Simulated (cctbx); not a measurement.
# Interatomic vectors of RbGePb

Space group Pnma (no. 62), a = 8.8300 Å, b = 5.4710 Å, c = 10.2120 Å, α = 90.00°, β = 90.00°, γ = 90.00°, content Pb4 Rb4 Ge4.

The data are simulated with cctbx, not measured: Cu Kα, λ = 1.54184 Å, to d = 0.83 Å, 80 % of the full sphere, strongest reflection 5000 counts, noise from counting, a 1.5 % proportional error and a noise floor of 4 counts (s.d.); no absorption.

Patterson synthesis from sharpened amplitudes, origin scaled to 1000:

```text
Patterson group P m m m
      u       v       w   height  length (A)
  0.000   0.000   0.000   1000.0     0.00
  0.500   0.500   0.500    674.3     7.28
  0.500   0.000   0.121    393.9     4.59
  0.000   0.500   0.378    310.2     4.73
  0.194   0.500   0.219    238.1     3.93
  0.304   0.500   0.099    228.0     3.96
  0.183   0.000   0.400    148.2     4.39
  0.326   0.000   0.273    147.8     4.01
  0.283   0.000   0.288    122.3     3.86
  0.500   0.000   0.315     67.3     5.46
  0.396   0.000   0.031     62.5     3.51
  0.166   0.500   0.500     55.8     5.97
  0.124   0.000   0.325     45.2     3.50
  0.090   0.070   0.079     43.7     1.20
```

**Question.** Which atom pairs make the peaks, and where is the heaviest atom?

A peak at u stands for all pairs with xi − xj = u, with weight Σ ZiZj against Σ Z² = 36468 at the origin. Peak heights follow these weights only roughly, since form factors, motion and series ripples differ, all vectors within 0.55 Å of a peak are counted as merged into it though the farther ones add only part of their weight, and F(000) is left out, which lowers the whole map:

| u | v | w | shortest length (Å) | height | 1000 ΣZiZj/ΣZ² | pairs in the cell |
| --- | --- | --- | --- | --- | --- | --- |
| 0.500 | 0.500 | 0.500 | 7.28 | 674 | 997 | 4 × Pb–Pb, 8 × Rb–Ge |
| 0.500 | 0.000 | 0.121 | 4.58 | 394 | 369 | 2 × Pb–Pb |
| 0.000 | 0.500 | 0.378 | 4.73 | 310 | 369 | 2 × Pb–Pb |
| 0.194 | 0.500 | 0.219 | 3.93 | 238 | 310 | 2 × Pb–Rb, 2 × Pb–Ge |
| 0.304 | 0.500 | 0.099 | 3.96 | 228 | 310 | 2 × Pb–Rb, 2 × Pb–Ge |
| 0.183 | 0.000 | 0.400 | 4.39 | 148 | 310 | 2 × Pb–Rb, 2 × Pb–Ge |
| 0.326 | 0.000 | 0.273 | 4.01 | 148 | 310 | 2 × Pb–Rb, 2 × Pb–Ge |
| 0.283 | 0.000 | 0.288 | 3.86 | 122 | 310 | 2 × Pb–Rb, 2 × Pb–Ge |
| 0.500 | 0.000 | 0.315 | 5.46 | 67 | 131 | 2 × Rb–Rb, 2 × Ge–Ge |
| 0.396 | 0.000 | 0.031 | 3.51 | 62 | 65 | 2 × Rb–Ge |

The table stops at ten peaks or at a height of 45, below which ripples compete. In the model behind the data Pb, the heaviest element, has 1 independent site: (0.9892, 3/4, 0.1897), up to an allowed shift of origin; the Pb–Pb vectors are differences of these positions and their symmetry mates. The whole model:

| atom | mult. | x | y | z | Ueq (Å²) |
| --- | --- | --- | --- | --- | --- |
| Pb1 | 4 | 0.9892 | 3/4 | 0.1897 | 0.0075 |
| Rb1 | 4 | 0.6728 | 1/4 | 0.0792 | 0.0133 |
| Ge1 | 4 | 0.2183 | 3/4 | 0.6024 | 0.0133 |

This is a model crystal, built by substitution and not relaxed, with assumed displacement parameters.

[Logs are printed without paths, hosts, clocks, repeated set-up lines and the standing remarks that a program may print on its own settings, such as how far it seeks lower states.]
